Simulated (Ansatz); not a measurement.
# How Sc(0001) screens a field, part 2 of 2

Wanted: the response of a Sc(0001) slab to a perpendicular field.

Ansatz 0.2.0; plane-wave DFT, r2SCAN, Ansatz PAW.

So far. Step 8 (Atoms held, field -0.2 V/Å): The dipole is -0.194 e·Å.

### 9. Single point, field 0.4 V/Å

Contents of input.yaml:

```yaml
crystal:
  lattice:
    - [3.31, 0.0, 0.0]
    - [1.655, 2.8665440865, 0.0]
    - [0.0, 0.0, 31.19035]
  atoms:
    - { symbol: Sc, position: [0.6666666667, 0.6666666667, 0.2885507857] }
    - { symbol: Sc, position: [0.0, 0.0, 0.3731304714] }
    - { symbol: Sc, position: [0.6666666667, 0.6666666667, 0.4577101571] }
    - { symbol: Sc, position: [0.0, 0.0, 0.5422898429] }
    - { symbol: Sc, position: [0.6666666667, 0.6666666667, 0.6268695286] }
    - { symbol: Sc, position: [0.0, 0.0, 0.7114492143] }
kpoints:
  mp_grid: { grid: [18, 18, 1] }
hamiltonian:
  xc: r2scan
scf:
  occupations: { method: fermi_dirac, width: 0.1 }
  convergence: { dr2_threshold: 1.0e-10 }
efield:
  axis: 3
  dipole_correction: true
  ramp_position: 0.97
  ramp_width: 0.06
  amplitude: 0.4
output:
  forces: true
  write_potential: true
  write_density: true
  volumetric_format: npy
  elf: true
```

Run with:

```sh
$ ansatz run input.yaml --threads 4 --pin off --max-ram 6144MiB --backend cpu --events-out ev --progress --plain --runs-dir out
```

Numbers of over 12 decimals in the logs are rounded to 6 here.

The program printed:

```text
[...]
Crystal: 6 atoms, lattice volume = 295.942 Å³
Basis set: ecut = 500 eV, 7433 PW (Γ), exchange–correlation on 100×100×960 points (64 copies of the dense FFT grid, shifted against one another)
Bands: 40, of which v1, the nominal top of the filled ones, is band 33 counted from 1 (32 counted from 0)
Symmetry: 6 space group operations
k-points: 37 of 324 (time reversal used)
[...]
k-point 0: bands = [... 29 lower, 0.9236, 2.8716, 3.0294, 3.2572, 3.5275, 3.9335, 4.3823, 4.4401, ... 10 higher]
  k-point 1: bands = [... 29 lower, 0.9838, 2.8806, 3.0231, 3.2296, 3.5101, 3.9232, 4.3234, 4.3731, ... 10 higher]
  k-point 2: bands = [... 29 lower, 1.1577, 2.8868, 2.9867, 3.1723, 3.4713, 3.9005, 4.1628, 4.1850, ... 10 higher]
  k-point 36: bands = [... 29 lower, 2.4703, 2.4723, 2.4835, 2.5133, 2.8751, 2.8780, 3.2547, 3.2608, ... 10 higher]
[key lines of the parts left out:]
SCF converged after 23 iterations
Free energy (F): -12842.061854 eV
Fermi energy:    2.902807 eV
Dipole field:    D = 0.237988 V/Å  (p = 0.389225 e·Å, saw-weighted, corrected)
```

Run time: 63 s. Hardware: 4 threads of Arm Neoverse V2, shared host; peak memory 1.3 GiB.

Running mean over 2.63807 Å of the planar mean, with the applied field; the ramp of the sawtooth is left out. The electron's electrostatic potential energy less the Fermi level by z:

| z (Å) | electron's electrostatic potential energy less the Fermi level (eV) |
| --- | --- |
| 4 | 2.86 |
| 5 | 3.21 |
| 6 | 3.29 |
| 7 | 1.92 |
| 8 | -3.49 |
| 9 | -5.60 |
| 10 | -5.28 |
| 11 | -5.17 |
| 12 | -5.22 |
| 13 | -5.25 |
| 14 | -5.26 |
| 15 | -5.26 |
| 16 | -5.26 |
| 17 | -5.26 |
| 18 | -5.26 |
| 19 | -5.23 |
| 20 | -5.19 |
| 21 | -5.25 |
| 22 | -5.60 |
| 23 | -4.45 |
| 24 | 1.18 |
| 25 | 3.53 |
| 26 | 4.22 |
| 27 | 4.65 |

The dipole is 0.389 e·Å.

### 10. The response

This step: plane-wave DFT, r2SCAN, Ansatz PAW; screening of a field by a metal slab (Ansatz 0.2.0).

The dipoles give the slope, and the difference of two potentials shows where the field is screened.

Numbers from this step:

```yaml
equivalent_conductor_thickness_p_eps_0ae: 18.53 Å
distance_between_the_outer_atoms: 13.19 Å
inner_field_over_outer_field: -8.94e-4
image_plane_upper_face: 2.663 Å
induced_electrons_on_the_upper_face_over_eps_0e: -0.9989
image_plane_lower_face: 2.663 Å
induced_electrons_on_the_lower_face_over_eps_0e: 0.9990
```

Dipole of the cell against applied field:

| applied field (V/Å) | dipole of the cell (e·Å) |
| --- | --- |
| -0.200 | -0.194 |
| -0.100 | -0.0972 |
| -0.050 | -0.0486 |
| 0.000 | 0 |
| 0.050 | 0.0486 |
| 0.100 | 0.0972 |
| 0.200 | 0.194 |
| 0.400 | 0.389 |

Local field over the applied field, running mean. From the potentials at -0.05 and 0.05 V/Å; running mean over 2.63807 Å. Local field over applied field against z:

z (Å), local field over applied field and a bar from the least value:
```
      4.5      0.965 ##############################
      5.0      0.924 ############################
      5.5      0.845 ##########################
      6.0      0.711 ######################
      6.5      0.519 #################
      7.0      0.297 ##########
      7.5      0.112 #####
      8.0     -0.004 ##
      8.5     -0.060 
      9.0     -0.067 
      9.5     -0.034 #
     10.0      0.002 ##
     10.5      0.007 ##
     11.0     -0.006 ##
     11.5     -0.010 ##
     12.0     -0.005 ##
     12.5      0.001 ##
     13.0     -0.001 ##
     13.5     -0.004 ##
     14.0     -0.004 ##
     14.5     -0.002 ##
     15.0      0.000 ##
     15.5     -0.001 ##
     16.0      0.000 ##
     16.5     -0.001 ##
     17.0     -0.003 ##
     17.5     -0.004 ##
     18.0     -0.002 ##
     18.5      0.001 ##
     19.0     -0.002 ##
     19.5     -0.009 ##
     20.0     -0.009 ##
     20.5      0.002 ##
     21.0      0.008 ##
     21.5     -0.018 #
     22.0     -0.058 
     22.5     -0.069 
     23.0     -0.031 #
     23.5      0.059 ####
     24.0      0.219 ########
     24.5      0.434 ##############
     25.0      0.644 ####################
     25.5      0.801 #########################
     26.0      0.899 ############################
     26.5      0.952 #############################
     27.0      0.979 ##############################
```

The induced electron density oscillates, so the rows of the table below give means over windows of 1 Å about each position, cut where the curve ends. Its maxima inside the range that stand out by 2 % of the span (Å: e/Å³ per V/Å): 7.3: 0.00389, 9.6: 0.00101, 12.2: 3.4e-4, 17.4: 1.2e-4, 20.0: 7.5e-4, 22.6: 0.00248. Its minima: 8.6: -0.00248, 11.2: -7.5e-4, 13.8: -1.2e-4, 19.0: -3.4e-4, 21.6: -0.00101, 23.9: -0.00389.

Electrons, planar mean, per unit field. The induced electron density by z; means over each step:

```
z (Å)  induced electron density (e/Å³ per V/Å)
    5                                   4.1e-4
    6                                  0.00160
    7                                  0.00351
    8                                   9.7e-4
    9                                 -0.00153
   10                                   7.3e-4
   11                                  -3.6e-4
   12                                   1.3e-4
   13                                   2.1e-6
   14                                  -3.4e-5
   15                                  -1.5e-6
   16                                   2.2e-6
   17                                   1.4e-5
   18                                   4.1e-5
   19                                  -1.7e-4
   20                                   4.0e-4
   21                                  -5.8e-4
   22                                   9.0e-4
   23                                   1.3e-4
   24                                 -0.00359
   25                                 -0.00198
   26                                  -5.5e-4
   27                                  -1.5e-4
```

By hand: between -0.05 and 0.05 V/Å the dipole changes by 0.09719 e·Å, a slope of 0.9719 e·Å²/V. A perfect conductor of thickness t has p = ε₀AEt, so t = 180.95 × 0.9719 / 9.488 = 18.54 Å (e/ε₀ = 180.95 V·Å, A in Å²). Less the 13.19 Å between the outer atoms, and halved, that puts each image plane 2.67 Å out.

The induced dipole is that of a conductor 18.53 Å thick.

### 11. The same run with other settings

This step: plane-wave DFT, r2SCAN, Ansatz PAW (Ansatz 0.2.0).

An input spoilt on purpose, to show how the run answers: it repeats the earlier run at 0.05 V/Å with efield.amplitude from 0.05 to 5.0, and scf.max_iter set to 50.

input.yaml, as its differences from that of step 9:

```diff
@@ -19,2 +19,3 @@
   convergence: { dr2_threshold: 1.0e-10 }
+  max_iter: 50
 efield:
@@ -24,3 +25,3 @@
   ramp_width: 0.06
-  amplitude: 0.4
+  amplitude: 5.0
 output:
@@ -30,2 +31 @@
   volumetric_format: npy
-  elf: true
```

The program printed:

```text
[...]
Crystal: 6 atoms, lattice volume = 295.942 Å³
Basis set: ecut = 500 eV, 7433 PW (Γ), exchange–correlation on 100×100×960 points (64 copies of the dense FFT grid, shifted against one another)
Bands: 40, of which v1, the nominal top of the filled ones, is band 33 counted from 1 (32 counted from 0)
Symmetry: 6 space group operations
k-points: 37 of 324 (time reversal used)
[...]
SCF iter   1: F=—  HF=-13690.136361 eV  |F-HF|=—  |Δ(HF+E_count)|=         —  Δρ=5.09e-1  dr2=3.47e4  dr2_τ=3.87e1  ethr=1.77e-3  p=0.007 e·Å  D=4.22e-3 V/Å  ΔV_dip=-0.13 eV  dr2_dipole=3.09e4  V_vac-E_F(+/−)=94.02/-25.77 eV  ⟨swp⟩=50.5  Hψ=29541  notcnv=0  defer=85
[...]
SCF iter  46: F=-12853.694477 eV  HF=-12853.694477 eV  |F-HF|=5.33e-10  |Δ(HF+E_count)|=   1.04e-8  Δρ=6.07e-8  dr2=2.34e-11  dr2_τ=5.96e-13  ethr=1.00e-12  p=4.644 e·Å  D=2.84e0 V/Å  ΔV_dip=-88.57 eV  dr2_dipole=8.02e-12  V_vac-E_F(+/−)=31.68/-0.58 eV  ⟨swp⟩=20.7  Hψ=17690  notcnv=0
WARN: efield: at this solve's end the planar-averaged density reaches 9.80e-3 e/Å³ inside the ramp window [0.9379, 0.1796] (bound 1e-5 e/Å³); the window's nearer edge stands 3.40 Å from this solve's nearest atom along the axis. Its free energy, forces, stress, dipole, levels and responses can be off, and this figure does not tell by how much. The cell may have no vacuum along `efield.axis`. A short vacuum, a low `basis.ecutwfc` or `basis.ecutrho_ratio` and negative occupations (`scf.occupations.method`) can put density there. See the manual's quickstart, § The vacuum guard
SCF 1 converged in 46 iterations: F = -12853.694477 eV  dr2 = 2.34e-11
[...]
SCF converged after 46 iterations
Free energy (F): -12853.694477 eV
[...]
Internal energy: -12853.331894 eV  (E = F + TS)
E sigma→0 (E₀):  -12853.513186 eV
Entropy (-TS):   -0.362584 eV (-60.431 meV/atom)
Fermi energy:    1.876828 eV
Dipole field:    D = 2.839641 V/Å  (p = 4.644176 e·Å, saw-weighted, corrected)
Work function:   not extracted (applied field tilts the vacuum); planar V_es + V_field profile in the machine report
[...]
Vacuum region:   at the solve's end the planar-averaged density reaches 9.80e-3 e/Å³ inside the ramp window [0.9379, 0.1796] (bound 1e-5 e/Å³)
[...]
--- Forces (eV/Å), atoms counted from 1 ---
  atom   1  Sc     0.00000000     0.00000000     0.03737065
  atom   2  Sc    -0.00000000    -0.00000000    -0.17410094
  atom   3  Sc     0.00000000     0.00000000    -0.02275461
  atom   4  Sc     0.00000000    -0.00000000    -0.03461445
  atom   5  Sc     0.00000000     0.00000000     0.42022383
  atom   6  Sc     0.00000000    -0.00000000     0.23946248
  max |Σ_I F_I| component: 4.66e-1 eV/Å
--- Band table (eV; the first three rows and the last of 37) ---
  k-point 0: bands = [... 29 lower, -0.1085, 1.0334, 2.1855, 2.4496, 2.8630, 3.3004, 3.3167, 3.3167, ... 3 higher]
  k-point 1: bands = [... 29 lower, -0.0481, 1.0755, 2.1469, 2.4193, 2.8373, 3.2164, 3.2816, 3.3621, ... 3 higher]
  k-point 2: bands = [... 29 lower, 0.1264, 1.1936, 2.0445, 2.3374, 2.7571, 3.0449, 3.1264, 3.1924, ... 3 higher]
  k-point 36: bands = [... 29 lower, 1.4352, 1.4475, 1.4480, 1.4835, 1.8454, 1.8542, 2.2342, 2.2476, ... 3 higher]
```

Wall time 6.8 min (4 threads); peak memory 1.3 GiB; 27 min of CPU time.

```csv
quantity,this run,earlier run,difference
dipole along the normal (e·Å),4.644,0.04860,4.6
```

The applied field differs between the two, so the dipoles differ in any case.

In so strong a field the program warns of density in the ramp of the sawtooth; these numbers are not the system's.

### 12. The same run with other settings

An input spoilt on purpose, to show how the run answers: it repeats the earlier run at 0.05 V/Å with efield.amplitude from 0.05 to 3.0, and scf.max_iter set to 60.

input.yaml, as its differences from that of step 11:

```diff
@@ -19,3 +19,3 @@
   convergence: { dr2_threshold: 1.0e-10 }
-  max_iter: 50
+  max_iter: 60
 efield:
@@ -25,3 +25,3 @@
   ramp_width: 0.06
-  amplitude: 5.0
+  amplitude: 3.0
 output:
```

The program printed:

```text
[...]
Crystal: 6 atoms, lattice volume = 295.942 Å³
Basis set: ecut = 500 eV, 7433 PW (Γ), exchange–correlation on 100×100×960 points (64 copies of the dense FFT grid, shifted against one another)
Bands: 40, of which v1, the nominal top of the filled ones, is band 33 counted from 1 (32 counted from 0)
Symmetry: 6 space group operations
k-points: 37 of 324 (time reversal used)
[...]
SCF iter   1: F=—  HF=-13179.167383 eV  |F-HF|=—  |Δ(HF+E_count)|=         —  Δρ=3.44e-1  dr2=1.54e4  dr2_τ=2.01e1  ethr=1.77e-3  p=0.011 e·Å  D=6.85e-3 V/Å  ΔV_dip=-0.21 eV  dr2_dipole=1.42e4  V_vac-E_F(+/−)=57.18/-16.01 eV  ⟨swp⟩=38.2  Hψ=22022  notcnv=0  defer=5
[...]
SCF iter  46: F=-12846.295898 eV  HF=-12846.295898 eV  |F-HF|=2.13e-10  |Δ(HF+E_count)|=  5.35e-10  Δρ=6.68e-8  dr2=3.87e-11  dr2_τ=1.33e-12  ethr=1.00e-12  p=2.866 e·Å  D=1.75e0 V/Å  ΔV_dip=-54.66 eV  dr2_dipole=3.21e-12  V_vac-E_F(+/−)=19.81/0.68 eV  ⟨swp⟩=25.1  Hψ=17915  notcnv=0
[...]
SCF 1 converged in 46 iterations: F = -12846.295898 eV  dr2 = 3.87e-11
[...]
SCF converged after 46 iterations
Free energy (F): -12846.295898 eV
[...]
Internal energy: -12845.910767 eV  (E = F + TS)
E sigma→0 (E₀):  -12846.103332 eV
Entropy (-TS):   -0.385131 eV (-64.189 meV/atom)
Fermi energy:    2.298594 eV
Dipole field:    D = 1.752496 V/Å  (p = 2.866173 e·Å, saw-weighted, corrected)
Work function:   not extracted (applied field tilts the vacuum); planar V_es + V_field profile in the machine report
[...]
--- Forces (eV/Å), atoms counted from 1 ---
  atom   1  Sc     0.00000000     0.00000000     0.09241145
  atom   2  Sc     0.00000000    -0.00000000    -0.16447889
  atom   3  Sc    -0.00000000     0.00000000    -0.00101042
  atom   4  Sc     0.00000000    -0.00000000    -0.03626492
  atom   5  Sc     0.00000000     0.00000000     0.32474174
  atom   6  Sc     0.00000000    -0.00000000    -0.09586915
  max |Σ_I F_I| component: 1.20e-1 eV/Å
--- Band table (eV; the first three rows and the last of 37) ---
  k-point 0: bands = [... 29 lower, 0.3185, 1.7527, 2.6079, 2.8535, 3.1405, 3.3490, 3.7698, 3.7755, ... 10 higher]
  k-point 1: bands = [... 29 lower, 0.3789, 1.7899, 2.5682, 2.8194, 3.1117, 3.3453, 3.6843, 3.7582, ... 10 higher]
  k-point 2: bands = [... 29 lower, 0.5534, 1.8899, 2.4638, 2.7291, 3.0320, 3.3286, 3.5098, 3.5924, ... 10 higher]
  k-point 36: bands = [... 29 lower, 1.8588, 1.8689, 1.8733, 1.9073, 2.2640, 2.2757, 2.6439, 2.6662, ... 10 higher]
```

It took 8 min on 4 threads; peak memory 1.2 GiB; 31 min of CPU time.

```csv
quantity,this run,earlier run,difference
dipole along the normal (e·Å),2.866,0.04860,2.8
```

The applied field differs between the two, so the dipoles differ in any case.

In so strong a field the program warns of density in the ramp of the sawtooth; these numbers are not the system's.

### 13. What came out

- work function: 3.75 eV
- image plane, upper face: 2.66 Å
- induced electrons on the upper face over ε₀E: -0.999
- equivalent conductor thickness p/(ε₀AE): 18.5 Å
- inner field over outer field: -8.9e-4

What this shows: The induced charge has its centre 2.66 Å outside the outermost atoms; this is the plane from which a capacitor's gap or an image potential counts. The equivalent conductor thickness exceeds the distance between the outer atoms by 5.34 Å, about the sum of the two image-plane distances. In the middle of the slab the field is screened to under 0.5 % of its outer value. The atoms are held at bulk positions with the tabulated experimental lattice constant.

[Logs are printed without paths, hosts, clocks, repeated set-up lines and the standing remarks that a program may print on its own settings, such as how far it seeks lower states.]

[Hosts, paths, dates, database ids (printed as entryN), source tags and the programs' standing remarks are cut or masked in the printed files.]

[Maps of the electrostatic potential energy from Ansatz leave out the sawtooth potential of an applied field or a dipole correction, so their vacuum need not be flat; planar profiles and work functions include it.]
